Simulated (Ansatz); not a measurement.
# Electron scattering at the Σ3 (111) boundary in fcc Ni, part 3 of 3

Aim: the relaxed structure and the specific resistance of the Σ3 (111) boundary in fcc Ni.

Ansatz 0.2.0; Ansatz plane-wave DFT, PBE, PAW files, collinear spin; relaxation of a bicrystal slab with its lowest layers held; PAW set soft_1 (the session's first sound run).

So far. Step 2 (Relaxing the bicrystal): The largest force component on a free atom ends at 0.0027 eV/Å, under the tolerance of 0.03, after 3 steps.

### 3. Transmission across the boundary (continued)

Level of this step: Ansatz plane-wave DFT, PBE, PAW files, collinear spin; ballistic transport by layer matching (Landauer), zero bias; boundary relaxed in a short slab, bulk layers laid on; PAW set soft_1 (Ansatz).

Valence density in the ca plane at fractional y = 0.000, with atoms of Ni within 0.2 Å of it. It is the smooth field of the valence electrons, not physical close to the nuclei.

Ten steps, logarithmic in the rise over the least value, from '0' (0 e/Å³) to '9' (49 e/Å³), each cell a mean:
```
85210100000101268841000000000013786200000000
53111110001111135421111100111112454100000000
21111211111211112110112111122101121000000000
10012221112211001100122211122100110000000000
11011221112211011110122111122100111000000000
32111111011111123311111100111111332100000000
75111110001111157731011000011012675200000000
96210000000001269941000000000013897300000000
```
Columns run along c (16.0 Å, from fractional 0.68 to 1.00 of the cell), rows up along a (2.5 Å). Atoms in or near the plane, at fractional coordinates: Ni at (0.80, 0.00), Ni at (0.92, 0.00).

Electrostatic potential energy in the ca plane at fractional y = 0.000, with atoms of Ni within 0.2 Å of it. With pseudopotentials it is smooth inside the atoms' cores, unlike the true potential.

Values in eV, 5 rows by 16 columns, each cell a mean:
```
 2 15 15 16 15  2  2 14 15 16 15  3  2 17 20 20
 6  9  6  9  6  9  6  9  5  9  5  9  5 19 20 20
14  5  1  5  1 15 14  6  0  6  0 15 14 19 20 20
 1 12 10 12 10  4  0 12 10 13 10  5  0 18 20 20
 5 15 17 17 16  4  6 14 16 17 16  4  6 16 20 20
```
Columns run along c (16.0 Å, from fractional 0.68 to 1.00 of the cell; values clipped at the 3rd and 97th percentile), rows up along a (2.5 Å). Atoms in or near the plane, at fractional coordinates: Ni at (0.80, 0.00), Ni at (0.92, 0.00).

Nearest the Fermi level spin up passes 0.594 of 0.647 channels of the lower lead and spin down 1.47 of 1.71.

### 4. Specific resistance

This step: Ansatz plane-wave DFT, PBE, PAW files, collinear spin; ballistic transport by layer matching (Landauer), zero bias; specific resistance of the boundary; PAW set soft_1 (Ansatz 0.2.0).

Numbers from this step:

```
area resistance                      : 0.08233 fΩ m²
T over the leads' mean channel count : 0.8629
spin asymmetry γ                     : -0.09670 (R down - R up) / (R down + R up)
```

Averaged over the energies near the Fermi level, 86.3 % of the channels pass, which makes 0.0823 fΩ m².

By hand, with means over the energies near the Fermi level: RA per spin = A (h/e²)(1/T − ½[1/N₁ + 1/N₂]); spin up: 5.377×10⁻²⁰ m² × 25 813 Ω × (1/0.5856 − ½[1/0.6344 + 1/0.6344]) = 0.182 fΩ m²; spin down: 5.377×10⁻²⁰ m² × 25 813 Ω × (1/1.469 − ½[1/1.748 + 1/1.745]) = 0.150 fΩ m². The spins conduct in parallel, so 1/RA = 1/0.182 + 1/0.150 and RA = 0.0823 fΩ m²; γ = (0.150 − 0.182)/(0.150 + 0.182) = -0.097.

### 5. Single-crystal slab for reference

The free faces cost energy too. A single-crystal slab with the same faces and held layers is relaxed, so that they cancel.

This step: Ansatz plane-wave DFT, PBE, PAW files, collinear spin; relaxation of a single-crystal slab with its lowest layers held; PAW set soft_1 (Ansatz 0.2.0).

System of this step: Ni slab, plane (1, 1, 1). The cell holds 10 atoms: 10 Ni. Cell: a = 2.492 Å, b = 2.492 Å, c = 29.311 Å, α = 90.0°, β = 90.0°, γ = 120.0°. It derives from Ni. Vacuum lies along c.

Contents of input.yaml:

```yaml
crystal:
  lattice:
    - [2.4918442969, 0.0, 0.0]
    - [-1.2459221485, 2.1580004634, 0.0]
    - [0.0, 0.0, 29.3112411374]
  atoms:
    - { symbol: Ni, position: [0.9999999999, 0.0, 0.1705830189], spin: 1.0 }
    - { symbol: Ni, position: [0.3333333332, 0.6666666667, 0.2399960587], spin: 1.0 }
    - { symbol: Ni, position: [0.6666666666, 0.3333333333, 0.3094090985], spin: 1.0 }
    - { symbol: Ni, position: [0.9999999999, 0.0, 0.3788221384], spin: 1.0 }
    - { symbol: Ni, position: [0.3333333333, 0.6666666667, 0.4482351782], spin: 1.0 }
    - { symbol: Ni, position: [0.6666666666, 0.3333333333, 0.517648218], spin: 1.0 }
    - { symbol: Ni, position: [1.0, 0.0, 0.5870612579], spin: 1.0 }
    - { symbol: Ni, position: [0.3333333333, 0.6666666667, 0.6564742977], spin: 1.0 }
    - { symbol: Ni, position: [0.6666666667, 0.3333333333, 0.7258873375], spin: 1.0 }
    - { symbol: Ni, position: [0.0, 0.0, 0.7953003774], spin: 1.0 }
magnetization:
  spin_polarized: true
kpoints:
  mp_grid: { grid: [11, 11, 1] }
hamiltonian:
  xc: pbe
  pseudopotentials: { kind: paw, azcp: { folder: soft_1 } }
scf:
  occupations: { method: fermi_dirac, width: 0.1 }
relax:
  f_tol: 0.03
  max_steps: 80
  constraints: [{ sites: [0, 1] }]
```

On the command line:

```bash
> ansatz run input.yaml --threads 8 --pin off --max-ram 15360MiB --backend cpu --events-out ev --progress --plain --runs-dir out
```

Numbers of over 12 decimals in the logs are rounded to 6 here.

What it wrote:

```text
Warning: crystal.symmetry: narrowed to the stabiliser of the relax constraints — unitary ops 12 → 6; lowered at sites 0, 1, 8, 9 (the operations that carried what is held of a site onto what its image site leaves free; the constrained walk keeps no symmetry that its constraints do not admit)
[...]
Crystal: 10 atoms, lattice volume = 157.618 Å³
Basis set: ecut = 420 eV, 2971 PW (Γ), exchange–correlation on 36×36×400 points (8 copies of the dense FFT grid, shifted against one another)
Bands: 114, of which v1, the nominal top of the filled ones, is band 90 counted from 1 (89 counted from 0)
Symmetry: 6 space group operations
k-points: 16 of 121 (time reversal used)
[...]
Starting moments: Σ|m| = 10 μB on 10 of 10 sites
[...]
SCF iter   1: F=—  HF=-58388.977390 eV  |F-HF|=—  |Δ(HF+E_count)|=         —  Δρ=4.24e-2 (↑2.20e-2 ↓4.24e-2)  dr2=8.94e0  dr2_m=2.05e-1  M=9.015 μB ∫|m|=9.592 μB  β_m=0.30  ethr=3.10e-3  ⟨swp⟩=6.5  Hψ=14374  notcnv=0  defer=113
[...]
SCF iter  13: F=-58396.224118 eV  HF=-58396.224131 eV  |F-HF|=1.29e-5  |Δ(HF+E_count)|=   1.19e-6  Δρ=5.70e-5 (↑3.19e-5 ↓5.70e-5)  dr2=1.33e-5  dr2_m=5.36e-7  M=6.301 μB ∫|m|=7.230 μB  ethr=1.20e-8  ⟨swp⟩=3.0  Hψ=13139  notcnv=0
SCF 1 converged in 13 iterations: F = -58396.224118 eV  dr2 = 1.33e-5
[...]
relax step   1: F+E_penalty+E_count = -58396.22411806 eV  Δ(F+E_penalty+E_count) = +0.000e0 eV  max|allowed force component| = 1.597e-1 eV/Å  Δτ_max = 0.0000 Å  (13 SCF iters, dr2 threshold 2.25e-5 eV, accepted)
[...]
SCF iter  10: F=-58396.225876 eV  HF=-58396.225876 eV  |F-HF|=3.30e-7  |Δ(HF+E_count)|=   3.39e-8  Δρ=9.26e-6 (↑4.50e-6 ↓9.26e-6)  dr2=3.49e-7  dr2_m=9.82e-9  M=6.300 μB ∫|m|=7.226 μB  ethr=1.68e-10  ⟨swp⟩=2.3  Hψ=11489  notcnv=0
SCF 2 converged in 10 iterations: F = -58396.225876 eV  dr2 = 3.49e-7
[...]
relax step   2: F+E_penalty+E_count = -58396.22587574 eV  Δ(F+E_penalty+E_count) = -1.758e-3 eV  max|allowed force component| = 9.487e-2 eV/Å  Δτ_max = 0.0217 Å  (10 SCF iters, dr2 threshold 1.59e-6 eV, accepted)
SCF iter   1: F=—  HF=-58396.227424 eV  |F-HF|=—  |Δ(HF+E_count)|=         —  Δρ=1.52e-3 (↑8.94e-4 ↓1.52e-3)  dr2=2.56e-2  dr2_m=1.16e-3  M=6.301 μB ∫|m|=7.225 μB  β_m=0.65  ethr=9.68e-5  ⟨swp⟩=4.6  Hψ=8448  notcnv=0  defer=299
[...]
SCF iter  13: F=-58396.226814 eV  HF=-58396.226814 eV  |F-HF|=4.51e-9  |Δ(HF+E_count)|=   1.72e-9  Δρ=9.68e-7 (↑4.46e-7 ↓9.68e-7)  dr2=5.60e-9  dr2_m=2.67e-10  M=6.298 μB ∫|m|=7.222 μB  ethr=1.42e-11  ⟨swp⟩=3.4  Hψ=9038  notcnv=0
SCF 3 converged in 13 iterations: F = -58396.226814 eV  dr2 = 5.60e-9
relax step   3: F+E_penalty+E_count = -58396.22681401 eV  Δ(F+E_penalty+E_count) = -9.383e-4 eV  max|allowed force component| = 2.814e-3 eV/Å  Δτ_max = 0.0328 Å  (13 SCF iters, accepted)
SCF converged after 13 iterations
Magnetization: 6.2977 μB (93.1489 up, 86.8511 down)
Absolute magnetization: 7.2330 μB (∫|ρ↑−ρ↓|, with the PAW one-centre terms)
[...]
Per-site moments (μB) at R_I (Å): [(0.713176, 1.027886), (0.692149, 1.026028), (0.653697, 1.026028), (0.642703, 1.026889), (0.644859, 1.026490), (0.644798, 1.026490), (0.642592, 1.026827), (0.652148, 1.026727), (0.691650, 1.017795), (0.712363, 1.017795)]
Free energy (F): -58396.226814 eV
[...]
Internal energy: -58395.675793 eV  (E = F + TS)
E sigma→0 (E₀):  -58395.951303 eV
Entropy (-TS):   -0.551021 eV (-55.102 meV/atom)
Fermi energy:    10.867104 eV
[...]
--- Forces (eV/Å), atoms counted from 1 ---
  atom   1  Ni     0.00000000     0.00000000     0.15704895
  atom   2  Ni    -0.00000000    -0.00000000    -0.15651622
  atom   3  Ni    -0.00000000     0.00000000     0.00010901
  atom   4  Ni     0.00000000     0.00000000    -0.00078687
  atom   5  Ni     0.00000000     0.00000000    -0.00049672
  atom   6  Ni     0.00000000    -0.00000000    -0.00025190
  atom   7  Ni     0.00000000    -0.00000000     0.00145091
  atom   8  Ni     0.00000000     0.00000000    -0.00056308
  atom   9  Ni    -0.00000000     0.00000000    -0.00281395
  atom  10  Ni    -0.00000000     0.00000000     0.00280463
  max |Σ_I F_I| component: 1.52e-5 eV/Å
--- Relaxed structure (3 steps of the walk, 3 accepted, 0 SCFs on fresh bases) ---
  F+E_penalty+E_count = -58396.22681401 eV   max|allowed force component| = 2.814e-3 eV/Å
  atoms:
    - { symbol: Ni, position: [1.0, 0.0, 0.17058301887] }
    - { symbol: Ni, position: [0.333333, 0.666667, 0.239996] }
    - { symbol: Ni, position: [0.666667, 0.333333, 0.309221] }
    - { symbol: Ni, position: [1.0, -1.2591220499660011e-19, 0.378533] }
    - { symbol: Ni, position: [0.333333, 0.666667, 0.447858] }
    - { symbol: Ni, position: [0.666667, 0.333333, 0.517130] }
    - { symbol: Ni, position: [1.0, -2.6616010432153342e-19, 0.586450] }
    - { symbol: Ni, position: [0.333333, 0.666667, 0.655756] }
    - { symbol: Ni, position: [0.666667, 0.333333, 0.725051] }
[...]
```

Run time: 2.2 min. Hardware: 8 threads of Arm Neoverse N1, shared host; peak memory 1.2 GiB.

Relaxation path:

```csv
step,energy less that of the first step (eV),largest force component (eV/Å)
1,0.0000,0.1597
2,-0.0018,0.0949
3,-0.0027,0.0028
```

The atoms that moved most (Å):

| atom | dx | dy | dz | length |
| --- | --- | --- | --- | --- |
| Ni10 | 0.000 | 0.000 | -0.055 | 0.055 |
| Ni9 | 0.000 | 0.000 | -0.025 | 0.025 |
| Ni8 | 0.000 | 0.000 | -0.021 | 0.021 |
| Ni7 | 0.000 | 0.000 | -0.018 | 0.018 |
| Ni6 | 0.000 | 0.000 | -0.015 | 0.015 |
| Ni5 | 0.000 | 0.000 | -0.011 | 0.011 |
| Ni4 | 0.000 | 0.000 | -0.008 | 0.008 |
| Ni3 | 0.000 | 0.000 | -0.006 | 0.006 |

Final coordinates:

```xyz
10
Lattice="2.4918 0.0000 0.0000 -1.2459 2.1580 0.0000 0.0000 0.0000 29.3112" Properties=species:S:1:pos:R:3
Ni    2.4918    0.0000    5.0000
Ni    0.0000    1.4387    7.0346
Ni    1.2459    0.7193    9.0636
Ni    2.4918    0.0000   11.0953
Ni    0.0000    1.4387   13.1273
Ni    1.2459    0.7193   15.1577
Ni    2.4918    0.0000   17.1896
Ni    0.0000    1.4387   19.2210
Ni    1.2459    0.7193   21.2521
Ni    0.0000    0.0000   23.2567
```

This step gave:

| Quantity | Value |
| --- | --- |
| free energy | -58396.2268 eV |
| energy at zero smearing | -58395.9513 eV |
| Fermi energy | 10.87 eV |
| magnetization | 6.298 μB |
| absolute magnetization | 7.233 μB |

The largest force component on a free atom ends at 0.0028 eV/Å, under the tolerance of 0.03, after 3 steps.

### 6. Bulk reference

The perfect crystal gives the energy per atom, for the atoms by which bicrystal and slab differ.

This step: Ansatz plane-wave DFT, PBE, PAW files, collinear spin; bulk reference; PAW set soft_1 (Ansatz 0.2.0).

System of this step: Ni. The structure is cubic, space group Fm-3m (No. 225). The conventional cell has a = 3.524 Å, b = 3.524 Å, c = 3.524 Å, α = 90.00°, β = 90.00°, γ = 90.00°. Ni has 12 Ni at 2.49 Å nearest.

input.yaml, the sections that differ from step 5:

```yaml
crystal:
  lattice:
    - [0.0, 1.762, 1.762]
    - [1.762, 0.0, 1.762]
    - [1.762, 1.762, 0.0]
  atoms:
    - { symbol: Ni, position: [0.0, 0.0, 0.0], spin: 1.0 }
kpoints:
  mp_grid: { grid: [21, 21, 21] }
# magnetization, hamiltonian, scf: as in step 5
# relax: removed
```

What it wrote:

```text
[...]
Crystal: 1 atoms, lattice volume = 10.941 Å³
Basis set: ecut = 420 eV, 181 PW (Γ)
Bands: 14, of which v1, the nominal top of the filled ones, is band 9 counted from 1 (8 counted from 0)
Symmetry: 48 space group operations
[...]
k-points: 286 of 9261
[...]
Starting moments: Σ|m| = 1 μB on 1 of 1 site
[...]
SCF iter   1: F=—  HF=-5839.121648 eV  |F-HF|=—  |Δ(HF+E_count)|=         —  Δρ=5.33e-2 (↑5.14e-2 ↓5.33e-2)  dr2=6.62e-1  dr2_m=8.32e-3  M=0.821 μB ∫|m|=0.879 μB  β_m=0.30  ethr=3.10e-3  ⟨swp⟩=3.4  Hψ=35325  notcnv=0
[...]
SCF iter  11: F=-5839.751766 eV  HF=-5839.751766 eV  |F-HF|=7.14e-10  |Δ(HF+E_count)|=   2.64e-9  Δρ=2.24e-6 (↑1.50e-6 ↓2.24e-6)  dr2=8.65e-10  dr2_m=1.64e-11  M=0.624 μB ∫|m|=0.713 μB  ethr=4.68e-12  ⟨swp⟩=1.0  Hψ=23658  notcnv=0
SCF 1 converged in 11 iterations: F = -5839.751766 eV  dr2 = 8.65e-10
[...]
SCF converged after 11 iterations
Magnetization: 0.6244 μB (9.3122 up, 8.6878 down)
Absolute magnetization: 0.7139 μB (∫|ρ↑−ρ↓|, with the PAW one-centre terms)
[...]
Per-site moments (μB) at R_I (Å): [(0.662368, 1.027886)]
Free energy (F): -5839.751766 eV
[...]
Internal energy: -5839.697746 eV  (E = F + TS)
E sigma→0 (E₀):  -5839.724756 eV
Entropy (-TS):   -0.054020 eV (-54.020 meV/atom)
Fermi energy:    17.818625 eV
[...]
```

The job ended after 6.8 s (8 threads; peak memory 0.33 GiB; 14 s of CPU time).

This step gave:

| Quantity | Value |
| --- | --- |
| free energy | -5839.7518 eV |
| energy at zero smearing | -5839.7248 eV |
| Fermi energy | 17.82 eV |
| magnetization | 0.6244 μB |
| absolute magnetization | 0.7139 μB |
| site moments | 0.6624 μB |

The cell carries a net spin moment of 0.62 μB and an absolute one of 0.71 μB.

### 7. Boundary energy

This step: Ansatz plane-wave DFT, PBE, PAW files, collinear spin; bicrystal less single-crystal slab less bulk atoms, a boundary area; PAW set soft_1 (Ansatz 0.2.0).

This step gave:

* excess energy of the cell: 0.02894 eV
* boundary energy: 0.08623 J/m²

The boundary costs 0.086 J/m².

By hand: 0.0289 eV / 5.377 Å² × 16.02 = 0.0862 J/m².

### 8. What came out

```
specific resistance of the boundary : 0.0823 fΩ m²
share of channels that pass         : 0.863
boundary energy                     : 0.0862 J/m²
```

**Reading.** The boundary has a specific resistance of 0.082 fΩ m² and an energy of 0.086 J/m². The boundary reflects 14 % of the channels; 0.082 fΩ m² is 0.82×10⁻¹² Ω·cm². That equals the resistance of 1.1 nm of bulk Ni at 300 K (measured 7.2 µΩ cm, CRC Handbook of Chemistry and Physics, 84th ed., 2003, Electrical Resistivity of Pure Metals). One magnetic start was tried, and the two spins conduct in parallel without mixing.

[Logs are printed without paths, hosts, clocks, repeated set-up lines and the standing remarks that a program may print on its own settings, such as how far it seeks lower states.]

[Hosts, paths, dates, database ids (printed as entryN), source tags and the programs' standing remarks are cut or masked in the printed files.]
